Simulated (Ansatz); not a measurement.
**Phonons of AgO (F-43m) against volume**

Aim: how the phonons of AgO (F-43m) shift with volume, and the thermal expansion that follows.

Program: Ansatz 0.2.0. Level of theory: DFT PBEsol, scalar-relativistic, plane waves, PAW; PAW set soft_1. Values are calculated unless marked as measured.

### 1. The structure

It takes space group F-43m (No. 216, cubic). The conventional cell has a = 4.950 Å, b = 4.950 Å, c = 4.950 Å, α = 90.00°, β = 90.00°, γ = 90.00°. Nearest to Ag lie 4 O at 2.14 Å. Nearest to O lie 4 Ag at 2.14 Å. Farther neighbours, and contacts between anions beyond the nearest, are not listed.

### 2. Response at finite wavevector

Stability and thermal properties need the whole zone. Linear response on a 4×4×4 q mesh gives force constants as far as a supercell of that size would.

The input, input.yaml:

```yaml
crystal:
  lattice:
    - [0.0, 2.4749891092, 2.4749891092]
    - [2.4749891092, 0.0, 2.4749891092]
    - [2.4749891092, 2.4749891092, 0.0]
  atoms:
    - { symbol: Ag, position: [0.0, 0.0, 0.0] }
    - { symbol: O, position: [0.25, 0.25, 0.25] }
kpoints:
  mp_grid: { grid: [16, 16, 16] }
hamiltonian:
  xc: pbesol
  pseudopotentials: { kind: paw, azcp: { folder: soft_1 }, xc_functional: pbe }
scf:
  occupations: { method: methfessel_paxton, width: 0.2 }
output:
  eigenvalues: true
phonons:
  method: dfpt
  qmesh: [4, 4, 4]
  temperatures: { t_max: 1000, t_step: 50 }
  qpath:
    path:
      - [[0.0, 0.0, 0.0], [-0.5, -0.5, 0.0], [-0.375, -0.375, 0.25]]
      - [[-0.375, 0.0, 0.375], [0.0, 0.0, 0.0], [0.0, 0.0, 0.5], [-0.5, -0.25, 0.25], [-0.5, -0.5, 0.0]]
    npoints: 10
```

Command:

```console
> ansatz run input.yaml --threads 4 --pin off --max-ram 10240MiB --backend cpu --events-out ev --progress --plain --runs-dir out
```

What it wrote:

```text
Engine: ansatz 0.2.0, aarch64-unknown-linux-gnu
Pseudopotentials: kind: paw
Pseudopotential: Ag, paw, valence charge 19, recommended cutoff 420 eV (normal), soft_1/Ag.paw.azcp
Pseudopotential: O, paw, valence charge 6, recommended cutoff 420 eV (normal), soft_1/O.paw.azcp
Functional definition: PBEsol
  exchange = pbesol_x
  correlation = pbesol_c
Crystal: 2 atoms, lattice volume = 30.321 Å³
Basis set: ecut = 420 eV, 609 PW (Γ), exchange–correlation on 48×48×48 points (8 copies of the dense FFT grid, shifted against one another)
Bands: 17, of which v1, the nominal top of the filled ones, is band 13 counted from 1 (12 counted from 0)
Symmetry: 24 space group operations
k-points: 145 of 4096 (time reversal used)
Non-local potential: Ag, projectors of the file, l = 0: 3, l = 1: 2, l = 2: 2, l = 3: 1
Non-local potential: O, projectors of the file, l = 0: 2, l = 1: 2, l = 2: 1
PAW form: soft (Blöchl's): semilocal exchange-correlation on the pseudo side does not see the compensation charge
PAW frozen core: Ag, regenerated for the run's functional, and the local potential with it (the file was generated under x = pbe(κ = 0.804, μ = 0.219515), c = pbe(β = 0.066725))
PAW frozen core: O, regenerated for the run's functional, and the local potential with it (the file was generated under x = pbe(κ = 0.804, μ = 0.219515), c = pbe(β = 0.066725))
PAW one-centre angular grid: Ag, 590 points (default); XC on 64 Gauss nodes
PAW one-centre angular grid: O, 110 points (default); XC on 64 Gauss nodes
Initial density: superposition of atomic densities (chi_scale 0.1, normalization cell, long waves kept (reshape's long-wave potential 0.00 eV rms))
Initial wavefunctions: pseudopotential atomic-orbital guess
Functional: x = pbesol(κ = 0.804, μ = 0.123457), c = pbesol(β = 0.046)
SCF iter   1: F=—  HF=-8080.273243 eV  |F-HF|=—  |Δ(HF+E_count)|=         —  Δρ=6.99e-2  dr2=1.04e0  ethr=3.10e-3  ⟨swp⟩=4.3  Hψ=10632  notcnv=0
preconditioner: auto → LDOS  [metal: Δε(μ)=0.012 eV  Ē_g=13.434 eV  σ=0.200 eV  W_gap=0.05  n_scr=14 (ndim 8)  ℏωp=27.8 eV  f_vac=0.043  D(μ)=2.24/eV (n_scr^D=26)  β→1.0]
SCF iter   2: F=—  HF=-8080.149700 eV  |F-HF|=—  |Δ(HF+E_count)|=   1.24e-1  S|Δr|=    0.00e0  Δρ=1.69e-2  dr2=1.13e-1  ethr=3.10e-3  ⟨swp⟩=2.4  Hψ=4672  notcnv=0
SCF iter   3: F=—  HF=-8080.140593 eV  |F-HF|=—  |Δ(HF+E_count)|=   9.11e-3  S|Δr|=    0.00e0  Δρ=1.30e-2  dr2=5.38e-2  ethr=4.50e-4  ⟨swp⟩=1.0  Hψ=2465  notcnv=0
SCF iter   4: F=—  HF=-8080.132025 eV  |F-HF|=—  |Δ(HF+E_count)|=   8.57e-3  S|Δr|=    0.00e0  Δρ=4.82e-3  dr2=7.08e-3  ethr=2.15e-4  ⟨swp⟩=1.0  Hψ=2467  notcnv=0
SCF iter   5: F=—  HF=-8080.130446 eV  |F-HF|=—  |Δ(HF+E_count)|=   1.58e-3  S|Δr|=    0.00e0  Δρ=1.32e-3  dr2=3.76e-4  ethr=2.83e-5  ⟨swp⟩=2.7  Hψ=4109  notcnv=0
SCF iter   6: F=—  HF=-8080.130390 eV  |F-HF|=—  |Δ(HF+E_count)|=   5.55e-5  S|Δr|=    0.00e0  Δρ=1.30e-4  dr2=2.52e-6  ethr=1.50e-6  ⟨swp⟩=2.5  Hψ=4492  notcnv=0
SCF iter   7: F=—  HF=-8080.130382 eV  |F-HF|=—  |Δ(HF+E_count)|=   7.69e-6  S|Δr|=    0.00e0  Δρ=1.90e-5  dr2=7.81e-8  ethr=1.01e-8  ⟨swp⟩=2.0  Hψ=3696  notcnv=0
SCF iter   8: F=—  HF=-8080.130382 eV  |F-HF|=—  |Δ(HF+E_count)|=   1.17e-8  S|Δr|=    0.00e0  Δρ=1.86e-6  dr2=1.04e-9  ethr=3.13e-10  ⟨swp⟩=2.0  Hψ=3578  notcnv=0
SCF iter   9: F=-8080.130382 eV  HF=-8080.130382 eV  |F-HF|=5.46e-12  |Δ(HF+E_count)|=  5.09e-11  S|Δr|=    0.00e0  Δρ=1.35e-7  dr2=3.57e-12  ethr=1.00e-12  ⟨swp⟩=4.0  Hψ=11995  notcnv=0
the search or the solves at the SCF's close seem to have found levels that the self-consistency loop had missed (the run counts 1). By its estimate they hold under 1e-12 electrons; where the run keeps them, the occupations were computed again with them
SCF 1 converged in 9 iterations: F = -8080.130382 eV  dr2 = 3.57e-12
  greatest PAW one-centre occupation: 1.001 electrons in one spin orbital (limit 2), on the Ag atom at site 0 (counted from 0), in its partial waves of l = 0
phonons: the bands overlap, so this run is a metal and interpolates without the dipole-dipole term. If the crystal is really an insulator or semiconductor, its LO-TO splitting is missing
NSCF: frozen V_eff on 145 k-points
NSCF: frozen V_eff on 349 k-points
DFPT response loops at q = (0, 0, 0) (fractional): preconditioner auto → Kerker (q_TF=auto, 2.642 Å⁻¹) (partly filled bands, converged f_vac=0.081); β = 1.00, the filter's whole step (`scf.mixing.beta` (0.50) is not read by the response loops under this deck's `scf.mixing.preconditioner`; to damp them name `kerker` or `kerker_dos`, under which they read `scf.mixing.beta`, and type it under 1.00, their step now; both keys bind the ground state too); Broyden in place of MSR1
NSCF: frozen V_eff on 4352 k-points
DFPT response loops at q = (0, 0, 0.25) (fractional): mixed as the last ones told, above
NSCF: frozen V_eff on 2196 k-points
DFPT response loops at q = (0, 0, -0.5) (fractional): mixed as the last ones told, above
NSCF: frozen V_eff on 2320 k-points
DFPT response loops at q = (0, 0.25, 0.25) (fractional): mixed as the last ones told, above
NSCF: frozen V_eff on 8192 k-points
DFPT response loops at q = (0, 0.25, -0.5) (fractional): mixed as the last ones told, above
NSCF: frozen V_eff on 4352 k-points
DFPT response loops at q = (0, 0.25, -0.25) (fractional): mixed as the last ones told, above
NSCF: frozen V_eff on 1242 k-points
DFPT response loops at q = (0, -0.5, -0.5) (fractional): mixed as the last ones told, above
NSCF: frozen V_eff on 2320 k-points
DFPT response loops at q = (0.25, -0.5, -0.25) (fractional): mixed as the last ones told, above
SCF converged after 9 iterations
Stability not checked: this state was not tested for a lower state beside it, because cold or Methfessel-Paxton smearing, or corrected tetrahedra, fill the levels in a way that the test cannot read (fill_not_monotonic; see scf.lower_state_search)
Free energy (F): -8080.130382 eV
Harris-Foulkes:  -8080.130382 eV  (|F-HF|=5.46e-12)
Internal energy: -8080.128520 eV  (E = F + TS)
E sigma→0 (E₀):  -8080.129917 eV
Entropy (-TS):   -0.001862 eV (-0.931 meV/atom)
Fermi energy:    9.496082 eV
--- Per-component energies (eV) ---
  E_band       = -351.871129
  E_kinetic    = 630.260958
  E_local      = -2990.459910  (includes V_loc(G=0)·N_el)
  E_nonlocal   = 88.149705
  E_hartree    = 1373.739163
  E_xc         = -226.088966
  E_vxc        = -288.054189  (∫ρ·V_xc dr)
  E_paw        = -4042.646945  (= ΣΔE_a)
  E_vpaw       = -539.247239  (= ΣTr[D̂ρ^β])
  E_aug_tail   = 0.001111  (compensation charges beyond the density's cutoff)
  E_ewald      = -2913.441665
  E_core_change = 0.358028  (= ΣΔE_core)
  E_smearing   = -0.001862  (= −TS)
  E_closure    = 0.000000  (closes the sum)
  Σ components = -8080.130382   (vs F -8080.130382, Δ=0.00e0)
--- Band table (eV; the first three rows and the last of 145) ---
  k-point 0: bands = [... 9 lower, 6.5158, 9.7789, 10.3181, 10.3181, 10.3181, 23.1411, 23.1411, 23.1411]
  k-point 1: bands = [... 9 lower, 6.5106, 9.7113, 10.2952, 10.2952, 10.4287, 22.6854, 23.1721, 23.1721]
  k-point 2: bands = [... 9 lower, 6.4995, 9.4803, 10.2263, 10.2263, 10.7775, 21.6542, 23.2455, 23.2455]
  k-point 144: bands = [... 9 lower, 7.1376, 7.1930, 7.2573, 8.8830, 16.9865, 18.0861, 19.3917, 19.9538]
--- Phonons (Γ-DFPT): 2 representative perturbations + reference (Σ response iterations 7) ---
  ASR residual: 7.662e-5 → 0.000e0 eV/Å²; symmetrization residual: 5.959e-7 eV/Å²
  ASR residual per site (eV/Å²): 7.66e-5 7.46e-7
  Γ frequencies (cm⁻¹): 0.00 0.00 0.00 201.59 201.59 201.59
--- Phonons (arbitrary-q DFPT): 8 irreducible q on the 4×4×4 mesh ---
  q = [0.0000, 0.0000, 0.0000] (star 1, of the zone-centre solve; hermiticity 5.72e-7, symmetrization 4.36e-12): -0.00 -0.00 0.00 201.59 201.59 201.59
  q = [0.0000, 0.0000, 0.2500] (star 8, 2 solved perturbations on 2176 of 4096 k-point pairs; hermiticity 9.72e-7, symmetrization 3.45e-9): -21.97 -21.97 91.79 260.78 261.32 261.32
  q = [0.0000, 0.0000, -0.5000] (star 4, 2 solved perturbations on 1098 of 4096 k-point pairs; hermiticity 2.83e-4, symmetrization 1.60e-4): -37.47 -37.47 133.34 292.04 292.04 372.91
  q = [0.0000, 0.2500, 0.2500] (star 6, 4 solved perturbations in 3616 linear systems a pass and spin channel, the states on 1160 of 4096 k-point pairs; hermiticity 5.23e-7, symmetrization 2.08e-8): -30.73 -30.73 110.71 257.68 276.69 276.69
  q = [0.0000, 0.2500, -0.5000] (star 24, 4 solved perturbations in 12544 linear systems a pass and spin channel, the states on 4096 of 4096 k-point pairs; hermiticity 7.51e-7, symmetrization 2.72e-9): -39.67 -39.49 137.21 278.15 313.90 345.63
  q = [0.0000, 0.2500, -0.2500] (star 12, 4 solved perturbations in 6672 linear systems a pass and spin channel, the states on 2176 of 4096 k-point pairs; hermiticity 5.15e-5, symmetrization 1.88e-5): -57.64 -30.97 127.89 266.03 283.81 326.71
  q = [0.0000, -0.5000, -0.5000] (star 3, 4 solved perturbations in 1940 linear systems a pass and spin channel, the states on 621 of 4096 k-point pairs; hermiticity 5.07e-7, symmetrization 8.56e-9): -54.26 -54.26 146.89 234.99 338.47 338.47
  q = [0.2500, -0.5000, -0.2500] (star 6, 4 solved perturbations in 3498 linear systems a pass and spin channel, the states on 1160 of 4096 k-point pairs; hermiticity 2.13e-4, symmetrization 1.07e-4): -71.98 -32.01 140.78 284.13 315.27 346.32
  sum rule: each row above includes the acoustic sum rule's correction from the zone centre's row sums; it moved no ω² by more than (0.44 cm⁻¹)²
  mesh force constants: q→R imaginary residual 3.09e-18; ASR residual 7.662e-5 → 0.000e0 eV/Å²; symmetrization residual 3.553e-15 eV/Å²
  interpolated dispersion: 62 rows × 6 modes
  density of states and harmonic sums: on the 24×24×24 q-mesh, interpolated from the force constants of a 4×4×4 supercell (no non-analytic term)
  largest difference from the sums on the solved wave vectors: F 2.71e-2 eV, S 3.35e-5 and C_V 6.43e-6 eV/K
  zero-point energy: 0.063061 eV/cell   skipped modes (ω ≤ 0): 794, of them read as no rigid motion or as one in doubt: 791 (1.941e0 modes/cell left out, lowest -71.98 cm⁻¹)   left out of the sums: 3.24e-1 of the cell's modes: C_V's classical limit lies that fraction below 3 k_B per atom; for a crystal, a wire or a layer, F and S can be off by more, and a phonons.interpolated_qmesh denser along its periods is the remedy for the sampling
```

Elapsed: 7 min, on 4 threads of Arm Neoverse V1, shared host; peak memory 4.3 GiB.

Reading the cycles: dr2 is the Hartree energy of the density residual (eV), the measure of convergence; HF is the Harris–Foulkes estimate of the energy, which meets the free energy F at convergence.

Read from the output:

| Property | Result |
| --- | --- |
| volume per atom | 15.16 Å³ |
| gap on the k-mesh | 0 eV |
| sum-rule residual before enforcement | 7.66e-5 eV/Å² |
| lowest frequency on the path | -71.98 cm⁻¹ |
| point group | -43m |
| highest frequency on path, mesh or solved points | 372.9 cm⁻¹ |
| highest optical mode at the zone centre (no LO-TO term) | 201.6 cm⁻¹ |
| lowest optical zone-centre mode | 201.6 cm⁻¹ |
| lowest mode on the q mesh (acoustic modes at Γ apart) | -71.98 cm⁻¹ |

Frequencies (cm⁻¹) solved at each irreducible wavevector; negative means imaginary. Frequencies by wavevector, by row:

```
q in reciprocal lattice units  star  mode 1  mode 2  mode 3  mode 4  mode 5  mode 6
                        0 0 0     1       0       0       0   201.6   201.6   201.6
                     0 0 0.25     8     -22     -22    91.8   260.8   261.3   261.3
                     0 0 -0.5     4   -37.5   -37.5   133.3     292     292   372.9
                  0 0.25 0.25     6   -30.7   -30.7   110.7   257.7   276.7   276.7
                  0 0.25 -0.5    24   -39.7   -39.5   137.2   278.1   313.9   345.6
                 0 0.25 -0.25    12   -57.6     -31   127.9     266   283.8   326.7
                  0 -0.5 -0.5     3   -54.3   -54.3   146.9     235   338.5   338.5
              0.25 -0.5 -0.25     6     -72     -32   140.8   284.1   315.3   346.3
```

Symmetry leaves 8 wavevectors to solve. The lowest mode among them, the acoustic zeros apart, lies at q = (0.25, -0.5, -0.25) and is imaginary, 72.0i cm⁻¹, so the energy falls along it.

### 3. Relaxing at another volume, volume ratio 0.97

The volume is scaled by 0.97 and held; symmetry leaves nothing to relax, so this is a single point. The modes can then be followed against volume.

input.yaml, the sections that differ from step 2:

```yaml
crystal:
  lattice:
    - [0.0, 2.4499875099, 2.4499875099]
    - [2.4499875099, 0.0, 2.4499875099]
    - [2.4499875099, 2.4499875099, 0.0]
  atoms:
    - { symbol: Ag, position: [0.0, 0.0, 0.0] }
    - { symbol: O, position: [0.25, 0.25, 0.25] }
output:
  forces: true
  stress: true
  eigenvalues: true
# kpoints, hamiltonian, scf: as in step 2
# phonons: removed
```

What it wrote:

```text
[...]
Crystal: 2 atoms, lattice volume = 29.412 Å³
Basis set: ecut = 420 eV, 561 PW (Γ), exchange–correlation on 48×48×48 points (8 copies of the dense FFT grid, shifted against one another)
Bands: 17, of which v1, the nominal top of the filled ones, is band 13 counted from 1 (12 counted from 0)
Symmetry: 24 space group operations
[...]
k-points: 145 of 4096 (time reversal used)
[...]
--- Band table (eV; the first three rows and the last of 145) ---
  k-point 0: bands = [... 9 lower, 6.9727, 10.2896, 10.9065, 10.9065, 10.9065, 23.8409, 23.8409, 23.8409]
  k-point 1: bands = [... 9 lower, 6.9671, 10.2451, 10.8827, 10.8827, 10.9938, 23.3750, 23.8743, 23.8743]
  k-point 2: bands = [... 9 lower, 6.9550, 10.0374, 10.8111, 10.8111, 11.3196, 22.3228, 23.9542, 23.9542]
  k-point 144: bands = [... 9 lower, 7.5554, 7.6762, 7.7760, 9.4226, 17.6014, 18.8513, 20.0143, 20.6481]
[key lines of the parts left out:]
SCF converged after 8 iterations
Free energy (F): -8080.120586 eV
Fermi energy:    10.049795 eV
P = ⅓ Tr σ = 3.5655 GPa (35.655 kbar)
```

Elapsed: 1.8 s, on 4 threads; peak memory 0.37 GiB; 6.2 s of CPU time.

This run has no spin polarisation although its electron count is odd.

Numbers from this step:

```
pressure        : 3.565 GPa
volume per atom : 14.71 Å³
```

### 4. Phonons at the other volume, volume ratio 0.97

The phonons are repeated at this volume on the same meshes, so that differences come from the volume alone.

input.yaml: that of step 3 with these lines changed.

```diff
@@ -16,4 +16,11 @@
 output:
-  forces: true
-  stress: true
   eigenvalues: true
+phonons:
+  method: dfpt
+  qmesh: [4, 4, 4]
+  temperatures: { t_max: 1000, t_step: 50 }
+  qpath:
+    path:
+      - [[0.0, 0.0, 0.0], [-0.5, -0.5, 0.0], [-0.375, -0.375, 0.25]]
+      - [[-0.375, 0.0, 0.375], [0.0, 0.0, 0.0], [0.0, 0.0, 0.5], [-0.5, -0.25, 0.25], [-0.5, -0.5, 0.0]]
+    npoints: 10
```

What it wrote:

```text
[...]
Crystal: 2 atoms, lattice volume = 29.412 Å³
Basis set: ecut = 420 eV, 561 PW (Γ), exchange–correlation on 48×48×48 points (8 copies of the dense FFT grid, shifted against one another)
Bands: 17, of which v1, the nominal top of the filled ones, is band 13 counted from 1 (12 counted from 0)
Symmetry: 24 space group operations
k-points: 145 of 4096 (time reversal used)
[...]
SCF iter   1: F=—  HF=-8080.231460 eV  |F-HF|=—  |Δ(HF+E_count)|=         —  Δρ=6.63e-2  dr2=8.74e-1  ethr=3.10e-3  ⟨swp⟩=4.3  Hψ=10679  notcnv=0
[...]
SCF iter   9: F=-8080.120586 eV  HF=-8080.120586 eV  |F-HF|=0.00e0  |Δ(HF+E_count)|=  2.57e-10  S|Δr|=    0.00e0  Δρ=1.90e-7  dr2=7.30e-12  ethr=1.00e-12  ⟨swp⟩=4.0  Hψ=12074  notcnv=0
SCF 1 converged in 9 iterations: F = -8080.120586 eV  dr2 = 7.30e-12
[...]
NSCF: frozen V_eff on 145 k-points
[...]
SCF converged after 9 iterations
[...]
Free energy (F): -8080.120586 eV
[...]
Internal energy: -8080.118839 eV  (E = F + TS)
E sigma→0 (E₀):  -8080.120150 eV
Entropy (-TS):   -0.001747 eV (-0.873 meV/atom)
Fermi energy:    10.049761 eV
[...]
--- Band table (eV; the first three rows and the last of 145) ---
  k-point 0: bands = [... 9 lower, 6.9727, 10.2896, 10.9065, 10.9065, 10.9065, 23.8409, 23.8409, 23.8409]
  k-point 1: bands = [... 9 lower, 6.9671, 10.2451, 10.8826, 10.8826, 10.9938, 23.3750, 23.8743, 23.8743]
  k-point 2: bands = [... 9 lower, 6.9550, 10.0374, 10.8111, 10.8111, 11.3196, 22.3228, 23.9542, 23.9542]
  k-point 144: bands = [... 9 lower, 7.5553, 7.6762, 7.7760, 9.4226, 17.6013, 18.8512, 20.0142, 20.6481]
[...]
ASR residual: 9.340e-5 → 0.000e0 eV/Å²; symmetrization residual: 6.280e-7 eV/Å²
  ASR residual per site (eV/Å²): 9.34e-5 1.40e-5
  Γ frequencies (cm⁻¹): 0.00 0.00 0.00 226.87 226.87 226.87
--- Phonons (arbitrary-q DFPT): 8 irreducible q on the 4×4×4 mesh ---
[...]
interpolated dispersion: 62 rows × 6 modes
[...]
```

Elapsed: 6.9 min, on 4 threads; peak memory 4.2 GiB.

Numbers from this step:

* sum-rule residual before enforcement: 9.34e-5 eV/Å²
* lowest frequency on the path: -87.77 cm⁻¹
* highest frequency on path, mesh or solved points: 396.4 cm⁻¹
* highest optical mode at the zone centre (no LO-TO term): 226.9 cm⁻¹
* lowest optical zone-centre mode: 226.9 cm⁻¹
* lowest mode on the q mesh (acoustic modes at Γ apart): -87.77 cm⁻¹

Frequencies (cm⁻¹) solved at each irreducible wavevector; negative means imaginary. Frequencies by wavevector, by row:

```
q in reciprocal lattice units  star  mode 1  mode 2  mode 3  mode 4  mode 5  mode 6
                        0 0 0     1       0       0       0   226.9   226.9   226.9
                     0 0 0.25     8   -31.2   -31.2    93.2   284.7   286.6   286.6
                     0 0 -0.5     4   -49.2   -49.2   136.8   315.4   315.4   396.4
                  0 0.25 0.25     6   -44.6   -44.6   116.8     281   301.3   301.3
                  0 0.25 -0.5    24   -56.7   -54.7   143.6   301.9   338.6   370.6
                 0 0.25 -0.25    12   -72.4   -43.9   133.1   289.3   308.7   350.9
                  0 -0.5 -0.5     3   -69.4   -69.4   154.5   257.2   363.4   363.4
              0.25 -0.5 -0.25     6   -87.8   -53.1     148     307   339.9   371.5
```

The highest optical mode at the zone centre (no LO-TO term) is 226.9 cm⁻¹, +25.3 cm⁻¹ against the base run.

### 5. Relaxing at another volume, volume ratio 1.03

The volume is scaled by 1.03 and held; symmetry leaves nothing to relax, so this is a single point. The modes can then be followed against volume.

input.yaml, the sections that differ from step 4:

```yaml
crystal:
  lattice:
    - [0.0, 2.4994955456, 2.4994955456]
    - [2.4994955456, 0.0, 2.4994955456]
    - [2.4994955456, 2.4994955456, 0.0]
  atoms:
    - { symbol: Ag, position: [0.0, 0.0, 0.0] }
    - { symbol: O, position: [0.25, 0.25, 0.25] }
output:
  forces: true
  stress: true
  eigenvalues: true
# kpoints, hamiltonian, scf: as in step 4
# phonons: removed
```

What it wrote:

```text
[...]
Crystal: 2 atoms, lattice volume = 31.231 Å³
Basis set: ecut = 420 eV, 609 PW (Γ), exchange–correlation on 48×48×48 points (8 copies of the dense FFT grid, shifted against one another)
Bands: 17, of which v1, the nominal top of the filled ones, is band 13 counted from 1 (12 counted from 0)
Symmetry: 24 space group operations
[...]
k-points: 145 of 4096 (time reversal used)
[...]
--- Band table (eV; the first three rows and the last of 145) ---
  k-point 0: bands = [... 9 lower, 6.0848, 9.2995, 9.7661, 9.7661, 9.7661, 22.4785, 22.4785, 22.4785]
  k-point 1: bands = [... 9 lower, 6.0800, 9.2079, 9.7437, 9.7437, 9.9000, 22.0321, 22.5071, 22.5071]
  k-point 2: bands = [... 9 lower, 6.0698, 8.9568, 9.6770, 9.6770, 10.2683, 21.0203, 22.5744, 22.5744]
  k-point 144: bands = [... 9 lower, 6.7390, 6.7442, 6.7701, 8.3770, 16.4095, 17.3653, 18.8046, 19.2991]
[key lines of the parts left out:]
SCF converged after 8 iterations
Free energy (F): -8080.121639 eV
Fermi energy:    8.976302 eV
P = ⅓ Tr σ = -2.9791 GPa (-29.791 kbar)
```

It took 2 s on 4 threads; peak memory 0.38 GiB; 7.3 s of CPU time.

Read from the output:

```yaml
pressure: -2.979 GPa
volume_per_atom: 15.62 Å³
```

The run ends at a pressure of -2.98 GPa.

[end of part 1 of 2]

[Long decimals in the printed logs are rounded to 6 places.]

[Logs are printed without paths, hosts, clocks, repeated set-up lines and the standing remarks that a program may print on its own settings, such as how far it seeks lower states.]

[Hosts, paths, dates, database ids (printed as entryN), source tags and the programs' standing remarks are cut or masked in the printed files.]

[Where the starting crystal was built by hand or by swapping elements, it need not be the compound's stable phase.]
